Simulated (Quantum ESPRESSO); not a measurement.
# H on hollow sites of Ta(110), stepped through the coverage, part 4 of 10

Wanted: a table for H on hollow sites of Ta(110) against the coverage, and what can be fitted to it.

Quantum ESPRESSO 7.5; plane-wave DFT, PBE, GBRV ultrasoft pseudopotentials.

So far. Step 4 (Relaxing the ions of the reference): The relaxation lowers the energy by 1 meV an atom. Step 5 (Relaxation with pw.x, 0 ML): The relaxation lowers the energy by 14 meV an atom. On the free atoms the largest force ends at 0.001 eV/Å.

## Step 6: Ground state, 0 ML

A run under open boundaries on these atoms gives the vacuum levels.

Input file m0.esm.in:

```
&control
  prefix = 'm0.esm'
  outdir = './out'
  pseudo_dir = './pseudo'
  calculation = 'scf'
  tprnfor = .true.
/
&system
  ibrav = 0
  nat = 3
  ntyp = 1
  ecutwfc = 40
  ecutrho = 200
  occupations = 'smearing'
  smearing = 'mv'
  degauss = 0.02
  assume_isolated = 'esm'
  esm_bc = 'bc1'
/
&electrons
  conv_thr = 1e-07
  mixing_beta = 0.25
  electron_maxstep = 160
  mixing_mode = 'local-TF'
  mixing_ndim = 12
/
ATOMIC_SPECIES
  Ta  180.9479  ta_pbe_v1.uspp.F.UPF
CELL_PARAMETERS angstrom
  2.34523629121088 -1.65833248500000 0.00000000000000
  2.34523629121088 1.65833248500000 0.00000000000000
  0.00000000000000 0.00000000000000 18.71866278785982
ATOMIC_POSITIONS crystal
  Ta  0.000000000000 0.000000000000 -0.120929987700
  Ta  0.500000000000 0.500000000000 0.000000000000
  Ta  0.000000000000 0.000000000000 0.120929987700
K_POINTS automatic
  8 8 1 0 0 0
```

Command:

```bash
$ OMP_NUM_THREADS=1 mpirun -n 16 pw.x -nk 4 -in m0.esm.in > m0.esm.out
```

The program printed:

```text
[banner, memory and clock lines left out]
Program PWSCF v.7.5 starts
[citation notice left out]

[...]
Message from routine setup:
[...]
bravais-lattice index     =            0
     lattice parameter (alat)  =       5.4279  a.u.
     unit-cell volume          =     982.5612 (a.u.)^3
     number of atoms/cell      =            3
     number of atomic types    =            1
     number of electrons       =        39.00
     number of Kohn-Sham states=           24
     kinetic-energy cutoff     =      40.0000  Ry
     charge density cutoff     =     200.0000  Ry
     scf convergence threshold =      1.0E-07
     mixing beta               =       0.2500
     number of iterations used =           12  local-TF  mixing
     Exchange-correlation= SLA  PW   PBE  PBE
                           (   1   4   3   4   0   0   0)

     Effective Screening Medium Method
     Boundary Conditions: Vacuum-Slab-Vacuum
     total charge in unit cell        =   0.0000
     grid points for fit at edges     =        4

[...]
PseudoPot. # 1 for Ta read from file:
     ./pseudo/ta_pbe_v1.uspp.F.UPF
     Pseudo is Ultrasoft + core correction, Zval = 13.0
     Generated by new atomic code, or converted to UPF format
     Using radial grid of  921 points,  7 beta functions with:
                l(1) =   0
                l(2) =   0
                l(3) =   1
                l(4) =   1
                l(5) =   2
                l(6) =   2
                l(7) =   3
     Q(r) pseudized with  6 coefficients,  rinner =    1.300   1.300   1.300
                                                       1.300   1.300   1.300
                                                       1.300

     atomic species   valence    mass     pseudopotential
     Ta               13.00   180.94790     Ta( 1.00)

      8 Sym. Ops., with inversion, found

[...]
number of k points=    21  Marzari-Vanderbilt smearing, width (Ry)=  0.0200
[...]
Dense  grid:    46971 G-vectors     FFT dimensions: (  25,  25, 160)

     Smooth grid:    33507 G-vectors     FFT dimensions: (  24,  24, 144)

     Initial potential from superposition of free atoms

     starting charge      38.9967, renormalised to      39.0000

     negative rho (up, down):  2.774E-01 0.000E+00
     Starting wfcs are   39 randomized atomic wfcs

     per-process dynamical memory:    18.2 Mb

     Self-consistent Calculation

     iteration #  1     ecut=    40.00 Ry     beta= 0.25
     Davidson diagonalization with overlap
     ethr =  1.00E-02,  avg # of iterations =  1.2

     negative rho (up, down):  2.789E-01 0.000E+00

     total energy              =    -425.47858330 Ry
     estimated scf accuracy    <       1.17380259 Ry

     iteration #  2     ecut=    40.00 Ry     beta= 0.25
[...]
negative rho (up, down):  2.864E-01 0.000E+00

[...]
total energy              =    -425.33511620 Ry
     estimated scf accuracy    <       0.81989329 Ry

     iteration #  3     ecut=    40.00 Ry     beta= 0.25
[...]
negative rho (up, down):  2.817E-01 0.000E+00

[...]
total energy              =    -425.40990768 Ry
     estimated scf accuracy    <       0.09695750 Ry

     iteration #  4     ecut=    40.00 Ry     beta= 0.25
[...]
negative rho (up, down):  2.825E-01 0.000E+00

[...]
total energy              =    -425.46523040 Ry
     estimated scf accuracy    <       0.32239225 Ry

     iteration #  5     ecut=    40.00 Ry     beta= 0.25
[...]
negative rho (up, down):  2.836E-01 0.000E+00

[...]
total energy              =    -425.45922162 Ry
     estimated scf accuracy    <       0.19404246 Ry

     iteration #  6     ecut=    40.00 Ry     beta= 0.25
[...]
negative rho (up, down):  2.839E-01 0.000E+00

[...]
total energy              =    -425.46173550 Ry
     estimated scf accuracy    <       0.08418801 Ry

[...]
iteration # 49     ecut=    40.00 Ry     beta= 0.25
[...]
negative rho (up, down):  2.871E-01 0.000E+00

[...]
total energy              =    -425.46668541 Ry
     estimated scf accuracy    <       0.00000028 Ry

     iteration # 50     ecut=    40.00 Ry     beta= 0.25
[...]
negative rho (up, down):  2.870E-01 0.000E+00

[...]
total energy              =    -425.46670393 Ry
     estimated scf accuracy    <       0.00000015 Ry

     iteration # 51     ecut=    40.00 Ry     beta= 0.25
[...]
negative rho (up, down):  2.870E-01 0.000E+00

[...]
total energy              =    -425.46670427 Ry
     estimated scf accuracy    <       0.00000033 Ry

     iteration # 52     ecut=    40.00 Ry     beta= 0.25
[...]
negative rho (up, down):  2.870E-01 0.000E+00

[...]
End of self-consistent calculation

          k = 0.0000 0.0000 0.0000 (  4253 PWs)   bands (ev):

   -72.3849 -72.3777 -72.0309 -39.2943 -38.9854 -38.5646 -38.4935 -38.3041
   -38.3041 -38.2946 -38.1061 -38.0742 -12.1645 -10.4563  -9.3984  -6.3679
    -5.5719  -5.2110  -5.0914  -4.5246  -4.2252  -3.7849  -3.6087  -1.4356

          k = 0.0765 0.1083 0.0000 (  4223 PWs)   bands (ev):

   -72.3760 -72.3698 -72.0239 -39.2572 -38.9975 -38.6211 -38.6071 -38.3641
   -38.3559 -38.2665 -38.1990 -38.0968 -11.6776  -9.9915  -8.9012  -6.3086
    -5.5543  -5.3664  -5.2472  -4.6718  -4.1790  -4.0728  -3.5472  -1.9156

[...]
the Fermi energy is    -4.8007 ev

!    total energy              =    -425.46670283 Ry
     estimated scf accuracy    <       0.00000009 Ry
     smearing contrib. (-TS)   =       0.00139603 Ry
     internal energy E=F+TS    =    -425.46809886 Ry

     The total energy is F=E-TS. E is the sum of the following terms:
     one-electron contribution =    2804.60611100 Ry
     hartree contribution      =   -1416.73979613 Ry
     xc contribution           =    -126.54160128 Ry
     ewald contribution        =   -1686.79281245 Ry

     convergence has been achieved in  52 iterations

     negative rho (up, down):  2.870E-01 0.000E+00

     Forces acting on atoms (cartesian axes, Ry/au):

     atom    1 type  1   force =     0.00000000    0.00000000    0.00051433
     atom    2 type  1   force =     0.00000000    0.00000000    0.00000000
     atom    3 type  1   force =     0.00000000    0.00000000   -0.00051433

     Total force =     0.000727     Total SCF correction =     0.001905
     SCF correction compared to forces is large: reduce conv_thr to get better values

[...]
```

The job ended after 18 s (16 MPI ranks of Arm Neoverse V2, shared host; peak memory 1.1 GiB).

Read from the output:

```
free energy                                                    : -5788.7694 eV
Fermi energy                                                   : -4.801 eV
vacuum line at the lower end of the cell, over the Fermi level : 4.801 eV
vacuum line at the upper end of the cell, over the Fermi level : 4.801 eV
```

Electrostatic potential energy of an electron; zero at the Fermi level. The potential energy, planar mean by z:

z (Å), potential energy, planar mean (eV) and a bar from the least value:
```
       -9       4.80 ##############################
       -8       4.80 ##############################
       -7       4.80 ##############################
       -6       4.79 ##############################
       -5       4.67 ##############################
       -4       3.49 ###########################
       -3      -5.17 ######
       -2      -7.66 
       -1      -2.49 #############
        0      -7.73 
        1      -2.49 #############
        2      -7.66 
        3      -5.17 ######
        4       3.49 ###########################
        5       4.67 ##############################
        6       4.79 ##############################
        7       4.80 ##############################
        8       4.80 ##############################
        9       4.80 ##############################
```

The vacuum levels are read from the outermost 0.7 Å of the cell on either side.

Inside the slab this potential holds the local part of the pseudopotentials, which can be repulsive at the nuclei; only its value in the vacuum has a meaning of its own.

(Continued in part 5 of 10.)

[Logs are printed without paths, hosts, clocks, repeated set-up lines and the standing remarks that a program may print on its own settings, such as how far it seeks lower states.]

[Hosts, paths, dates, database ids (printed as entryN), source tags and the programs' standing remarks are cut or masked in the printed files.]

[Maps of the electrostatic potential energy from Ansatz leave out the sawtooth potential of an applied field or a dipole correction, so their vacuum need not be flat; planar profiles and work functions include it.]
